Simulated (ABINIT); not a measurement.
**Ba2H3I (P-3m1): G0W0 with ABINIT, start to end**

How does a plane-wave GW calculation on Ba2H3I (P-3m1) run from the first input to the gap?

Calculated with ABINIT 10.8.3; LDA and many-body steps on it, plane waves.

### 1. The structure

The structure is trigonal, space group P-3m1 (No. 164). The conventional cell has a = 4.536 Å, b = 4.536 Å, c = 8.120 Å, α = 90.00°, β = 90.00°, γ = 120.00°. Ba has 7 H at 2.64 to 3.02 Å and 3 I at 3.66 Å nearest. Nearest to H lie 4 Ba at 2.64 to 2.67 Å. Nearest to H lie 6 H at 2.87 Å and 6 Ba at 3.02 Å. Nearest to I lie 6 Ba at 3.66 Å. Farther neighbours and most contacts between anions are not listed.

The cell and positions are those that the Materials Project relaxed with its own functionals (PBE, PBE+U or r2SCAN), kept fixed. Spin-orbit coupling is left out unless a step names it.

### 2. Ground state

This step: ABINIT 10.8.3; DFT, LDA, plane waves, norm-conserving pseudopotentials.

The ground-state density comes first.

The input, run.abi:

```
acell 3*1.0 Angstrom
rprim 
  4.536403231722 0.000000000020 0.000000000000
  -2.268201615878 3.928640440471 0.000000000000
  0.000000000000 0.000000000000 8.119554120000
ntypat 3
znucl 56 1 53
natom 6
typat 1 1 2 2 2 3
xred 
  0.666666666667 0.333333333333 0.684719380000
  0.333333333333 0.666666666667 0.315280620000
  0.666666666667 0.333333333333 0.356100520000
  0.333333333333 0.666666666667 0.643899480000
  0.000000000000 0.000000000000 0.500000000000
  0.000000000000 0.000000000000 0.000000000000
pp_dirpath "pseudos"
pseudos "Ba.upf, H.upf, I.upf"
ecut 31
ngkpt 6 6 4
nshiftk 1
shiftk 0 0 0
kptopt 1
chksymbreak 0
nband 22
occopt 1
tolvrs 1e-10
nstep 60
prtwf 0
optforces 0
optstress 0
indata_prefix "in"
outdata_prefix "out"
tmpdata_prefix "tmp"
```

The run is started by

```sh
OMP_NUM_THREADS=1 mpirun -n 4 abinit run.abi > log
```

Numbers of over 12 decimals in the logs are rounded to 6 here.

Output:

```text
.Version 10.8.3 of ABINIT. v10.8.2 released Aug 2026.

 Symmetries : space group P-3 m 1 (#164); Bravais hP (primitive hexag.)
================================================================================
 Values of the parameters that define the memory need of the present run
     intxc =       0    ionmov =       0      iscf =       7    lmnmax =       6
     lnmax =       6     mgfft =      80  mpssoang =       3    mqgrid =    3846
     natom =       6  nloc_mem =       1    nspden =       1   nspinor =       1
    nsppol =       1      nsym =      12    n1xccc =    2501    ntypat =       3
    occopt =       1   xclevel =       1
-    mband =          22        mffmem =           1         mkmem =           6
       mpw =        8069          nfft =      162000          nkpt =          24
================================================================================
  Rough estimation (10% accuracy) of disk space for files :
================================================================================

--------------------------------------------------------------------------------
------------- Echo of variables that govern the present computation ------------
--------------------------------------------------------------------------------
 -outvars: echo values of preprocessed input variables --------
            acell      1.8897261259E+00  1.8897261259E+00  1.8897261259E+00 Bohr

      chksymbreak           0
             ecut      3.10000000E+01 Hartree
-          fftalg         312

              ixc       -1012
              kpt      0.00000000E+00  0.00000000E+00  0.00000000E+00
                       1.66666667E-01  0.00000000E+00  0.00000000E+00
                       3.33333333E-01  0.00000000E+00  0.00000000E+00
                       5.00000000E-01  0.00000000E+00  0.00000000E+00
                       1.66666667E-01  1.66666667E-01  0.00000000E+00
                       3.33333333E-01  1.66666667E-01  0.00000000E+00
                       3.33333333E-01  3.33333333E-01  0.00000000E+00
                       0.00000000E+00  0.00000000E+00  2.50000000E-01
                       1.66666667E-01  0.00000000E+00  2.50000000E-01
   [... 13 further rows ...]
                       3.33333333E-01  1.66666667E-01  5.00000000E-01
                       3.33333333E-01  3.33333333E-01  5.00000000E-01
         kptrlatt        6    0    0      0    6    0      0    0    4
          kptrlen      5.14353582E+01
P           mkmem           6
            natom           6
            nband          22
            ngfft          45      45      80
             nkpt          24
            nstep          60
             nsym          12
           ntypat           3
              occ      2.000000  2.000000  2.000000  2.000000  2.000000  2.000000
                       2.000000  2.000000  2.000000  2.000000  2.000000  2.000000
                       2.000000  2.000000  2.000000  0.000000  0.000000  0.000000
                       0.000000  0.000000  0.000000  0.000000
        optforces           0
        optstress           0
            prtwf           0
            rprim      4.5364032317E+00  2.0000000000E-11  0.0000000000E+00
[...]
spgroup         164

           tolvrs      1.00000000E-10

             xred      6.6666666667E-01  3.3333333333E-01  6.8471938000E-01
[...]
znucl       56.00000    1.00000   53.00000

================================================================================

 chkinp: Checking input parameters for consistency.

================================================================================
== DATASET  1 ==================================================================
-   mpi_nproc: 4, omp_nthreads: 1 (-1 if OMP is not activated)

--- !DatasetInfo
iteration_state: {dtset: 1, }
dimensions: {natom: 6, nkpt: 24, mband: 22, nsppol: 1, nspinor: 1, nspden: 1, mpw: 8069, }
cutoff_energies: {ecut:  31.0, pawecutdg:  -1.0, }
electrons: {nelect:   3.00000000E+01, charge:   0.00000000E+00, occopt:   1.00000000E+00, tsmear:   1.00000000E-02, }

 Real(R)+Recip(G) space primitive vectors, cartesian coordinates (Bohr,Bohr^-1):
 R(1)=  8.5725597  0.0000000  0.0000000  G(1)=  0.1166513  0.0673486  0.0000000
 R(2)= -4.2862799  7.4240545  0.0000000  G(2)=  0.0000000  0.1346973  0.0000000
 R(3)=  0.0000000  0.0000000 15.3437336  G(3)=  0.0000000  0.0000000  0.0651732
 Unit cell volume ucvol=  9.7652354E+02 bohr^3
 Angles (23,13,12)=  9.00000000E+01  9.00000000E+01  1.20000000E+02 degrees

 getcut: wavevector=  0.0000  0.0000  0.0000  ngfft=  45  45  80
         ecut(hartree)=     31.000   => boxcut(ratio)=   2.04784

--- Pseudopotential description ------------------------------------------------
- Ba Generated using ONCVPSP code by D. R. Hamann
- 56.00000  10.00000  180309                  znucl, zion, pspdat
12 -1012 2 -1 1912                            pspcod,pspxc,lmax,lloc,mmax
     nproj     2     2     2
  pspatm : epsatm=   25.95172157
         --- l  ekb(1:nproj) -->
[...]
pspatm: atomic psp has been read  and splines computed

- H Generated using ONCVPSP code by D. R. Hamann
-  1.00000   1.00000  180309                  znucl, zion, pspdat
12 -1012 1 -1 1180                            pspcod,pspxc,lmax,lloc,mmax
     nproj     2     1     0
  pspatm : epsatm=    0.35439867
         --- l  ekb(1:nproj) -->
[...]
1   -0.275071
 pspatm: atomic psp has been read  and splines computed

- I Generated using ONCVPSP code by D. R. Hamann
- 53.00000   7.00000  180309                  znucl, zion, pspdat
12 -1012 2 -1 1182                            pspcod,pspxc,lmax,lloc,mmax
     nproj     2     2     2
  pspatm : epsatm=   17.18700033
         --- l  ekb(1:nproj) -->
[...]
pspatm: atomic psp has been read  and splines computed

   2.10460918E+03                                ecore*ucvol(ha*bohr**3)
--------------------------------------------------------------------------------

_setup2: Arith. and geom. avg. npw (full set) are    8051.604    8051.595

================================================================================

--- !BeginCycle
iteration_state: {dtset: 1, }
solver: {iscf: 7, nstep: 60, nline: 4, wfoptalg: 0, }
tolerances: {tolvrs: 1.00E-10, }

     iter   Etot(hartree)      deltaE(h)  residm     vres2
 ETOT  1  -71.185125700155    -7.119E+01 2.349E-02 1.624E+03
 ETOT  2  -71.265646927391    -8.052E-02 1.308E-02 3.795E+02
 ETOT  3  -71.271478083621    -5.831E-03 1.477E-03 1.424E+02
 ETOT  4  -71.274728727487    -3.251E-03 1.841E-03 2.761E+00
 ETOT  5  -71.274797993463    -6.927E-05 1.591E-03 2.810E-02
 ETOT  6  -71.274799331124    -1.338E-06 6.821E-04 8.524E-04
 ETOT  7  -71.274799379821    -4.870E-08 3.701E-04 3.371E-05
 ETOT  8  -71.274799381408    -1.588E-09 4.268E-04 2.995E-06
 ETOT  9  -71.274799381545    -1.370E-10 1.516E-04 3.414E-08
 ETOT 10  -71.274799381549    -4.334E-12 2.227E-04 1.448E-09
 ETOT 11  -71.274799381550    -2.416E-13 6.855E-05 3.007E-11

 At SCF step   11       vres2   =  3.01E-11 < tolvrs=  1.00E-10 =>converged.

--- !ResultsGS
iteration_state: {dtset: 1, }
comment   : Summary of ground state results
lattice_vectors:
- [  8.5725597,   0.0000000,   0.0000000, ]
- [ -4.2862799,   7.4240545,   0.0000000, ]
- [  0.0000000,   0.0000000,  15.3437336, ]
lattice_lengths: [   8.57256,    8.57256,   15.34373, ]
lattice_angles: [ 90.000,  90.000, 120.000, ] # degrees, (23, 13, 12)
lattice_volume:   9.7652354E+02
convergence: {deltae: -2.416E-13, res2:  3.007E-11, residm:  6.855E-05, diffor:  0.000E+00, }
etotal    :  -7.12747994E+01
entropy   :   0.00000000E+00
fermie    :   1.44718785E-01
cartesian_stress_tensor: null
pressure_GPa: null
xred      :
- [  6.6667E-01,   3.3333E-01,   6.8472E-01, Ba]
- [  3.3333E-01,   6.6667E-01,   3.1528E-01, Ba]
- [  6.6667E-01,   3.3333E-01,   3.5610E-01,  H]
- [  3.3333E-01,   6.6667E-01,   6.4390E-01,  H]
- [  0.0000E+00,   0.0000E+00,   5.0000E-01,  H]
- [  0.0000E+00,   0.0000E+00,   0.0000E+00,  I]
cartesian_forces: null
force_length_stats: {min: null, max: null, mean: null, }

 Integrated electronic density in atomic spheres:
 ------------------------------------------------
 Atom  Sphere_radius  Integrated_density
[...]
================================================================================

 ----iterations are completed or convergence reached----

 Mean square residual over all n,k,spin=   78.467E-08; max=  68.549E-06
 reduced coordinates (array xred) for    6 atoms
[...]
0.333333333333      0.666666666667      0.315280620000
       0.666666666667      0.333333333333      0.356100520000
       0.333333333333      0.666666666667      0.643899480000
       0.000000000000      0.000000000000      0.500000000000
       0.000000000000      0.000000000000      0.000000000000
 rms dE/dt=  0.0000E+00; max dE/dt=  0.0000E+00; dE/dt below (all hartree)
    1       0.000000000000      0.000000000000      0.000000000000
    2       0.000000000000      0.000000000000      0.000000000000
    3       0.000000000000      0.000000000000      0.000000000000
    4       0.000000000000      0.000000000000      0.000000000000
    5       0.000000000000      0.000000000000      0.000000000000
    6       0.000000000000      0.000000000000      0.000000000000

 cartesian coordinates (angstrom) at end:
    1      2.268202     1.309547     5.559616
    2     -1.133e-11     2.619094     2.559938
    3      2.268202     1.309547     2.891377
    4     -1.133e-11     2.619094     5.228177
    5      0.000000     0.000000     4.059777
    6      0.000000     0.000000     0.000000
 length scales=  1.889726125908  1.889726125908  1.889726125908 bohr
              =  1.000000000000  1.000000000000  1.000000000000 angstroms
 prteigrs : about to open file out_EIG
 Fermi (or HOMO) energy (hartree) =   0.14472   Average Vxc (hartree)=  -0.32537
 Eigenvalues (hartree) for nkpt=  24  k points:
 kpt#   1, nband= 22, wtk=  0.00694, kpt=  0.0000  0.0000  0.0000 (reduced coord)
  -0.86664   -0.86348   -0.35862   -0.31490   -0.31484   -0.31484   -0.31385   -0.31023
  -0.31023    0.00411    0.00928    0.05698    0.05698    0.06281    0.14282    0.23366
   0.23654    0.23654    0.24004    0.24004    0.28391    0.28391
 prteigrs : prtvol=0 or 1, do not print more k-points.

--- !EnergyTerms
iteration_state     : {dtset: 1, }
comment             : Components of total free energy in Hartree
kinetic             :  1.76743788258145E+01
hartree             :  8.61798403951076E+00
xc                  : -1.82982059753084E+01
Ewald energy        : -5.40618829621519E+01
psp_core            :  2.15520578579775E+00
local_psp           : -3.61239537874364E+01
non_local_psp       :  8.76167469222398E+00
total_energy        : -7.12747993815497E+01
total_energy_eV     : -1.93948609557616E+03
band_energy         : -7.40414733898743E+00

== END DATASET(S) ==============================================================
================================================================================

 -outvars: echo values of variables after computation  --------
           etotal     -7.1274799382E+01
            nband          22
             nkpt          24
          spgroup         164
 [... the other variables as echoed above ...]

 Calculation completed.
```

Elapsed: 51 s, on 4 MPI ranks of Arm Neoverse V1, shared host; peak memory 0.44 GiB; 3.4 min of CPU time.

This step gave:

```
total energy               : -1939.4861 eV
gap                        : 1.962 eV
k of the valence top       : 0, 0, 0.5
k of the conduction bottom : 0.5, 0, 0.5
least direct gap           : 2.324 eV
```

The gap is indirect, with the least direct gap 0.36 eV higher.

[end of part 1 of 3]

[Paths, hosts, dates, memory and timing lines, banners, echoed tables and standing remarks are left out of the program output.]

[Logs are printed without paths, hosts, clocks, repeated set-up lines and the standing remarks that a program may print on its own settings, such as how far it seeks lower states.]

[Runs of the session that timed out or met a known fault of the program may be left out.]

[Hosts, paths, dates, database ids (printed as entryN), source tags and the programs' standing remarks are cut or masked in the printed files.]

[G0W0 gaps are taken among the corrected bands and points alone; a level outside them can change the order at an edge.]

[Where Ansatz stands beside ABINIT at settings called matched, ABINIT's density can come from a denser mesh and the files from another edition; pairs whose starting gaps differed by over 0.03 eV were left out, so agreement reads better than it is.]
